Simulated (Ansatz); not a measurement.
# Nb5W (W on 17 % of the Nb sites, one arrangement): which shell does photoemission see at 21.2 and 9251.7 eV? (PBE)

The valence band of Nb5W (W on 17 % of the Nb sites, one arrangement) mixes several shells. Work out by hand which one leads the spectrum's area at each photon energy.

Filled states come from the projected DOS of Ansatz 0.2.0 (PBE, plane waves); cross sections σ and asymmetry parameters β are those of free atoms in a Dirac–Hartree–Slater calculation. A shell's area is states × σ × angular factor, which is 1 + β·P₂(cos θ) for linear light, with θ = 54.7° from the polarisation and P₂ = 0.001.

**At 21.2 eV** (states counted from 11.2 eV below the zero; other shells add 0.18 to the products' sum of 263):

| shell | filled states a cell | cross section (Mb an electron) | β | angular factor | product | share by hand (%) | share in the simulated spectrum (%) |
| --- | --- | --- | --- | --- | --- | --- | --- |
| W 6s | 1.56 | 0.033 | -0.34 | 1.00 | 0.0514 | 0 | 0 |
| W 5d | 9.56 | 5.51 | 0.32 | 1.00 | 52.7 | 20 | 20 |
| Nb 5s | 7.21 | 0.024 | 1.87 | 1.00 | 0.173 | 0 | 0 |
| Nb 4d | 41.51 | 5.05 | 0.44 | 1.00 | 210 | 80 | 80 |

**At 9251.7 eV** (states counted from 30.0 eV below the zero; other shells add 1.7e-06 to the products' sum of 0.000217):

| shell | filled states a cell | cross section (Mb an electron) | β | angular factor | product | share by hand (%) | share in the simulated spectrum (%) |
| --- | --- | --- | --- | --- | --- | --- | --- |
| W 6s | 1.56 | 9.35e-06 | 1.95 | 1.00 | 1.46e-05 | 7 | 7 |
| W 5d | 9.56 | 1.25e-05 | 1.10 | 1.00 | 0.000119 | 55 | 55 |
| Nb 5s | 7.21 | 5.11e-06 | 2.00 | 1.00 | 3.69e-05 | 17 | 17 |
| Nb 4d | 41.51 | 1.06e-06 | 0.57 | 1.00 | 4.41e-05 | 20 | 20 |

Nb 4d leads at 21.2 eV and W 5d at 9251.7 eV. Between the two energies σ of Nb 4d changes by a factor 2.1e-7 and that of W 5d by 2.3e-6, so their ratio moves 11-fold in favour of the second. The simulated spectrum uses the same rule on the energy-resolved DOS, so the two share columns agree within a few points.

Only crystals where the two columns agree within 4 points and the lead is clear are worked in this form. Free-atom cross sections ignore the solid's final states, no escape depth or background enters, and the count of states a shell hangs on the projection.
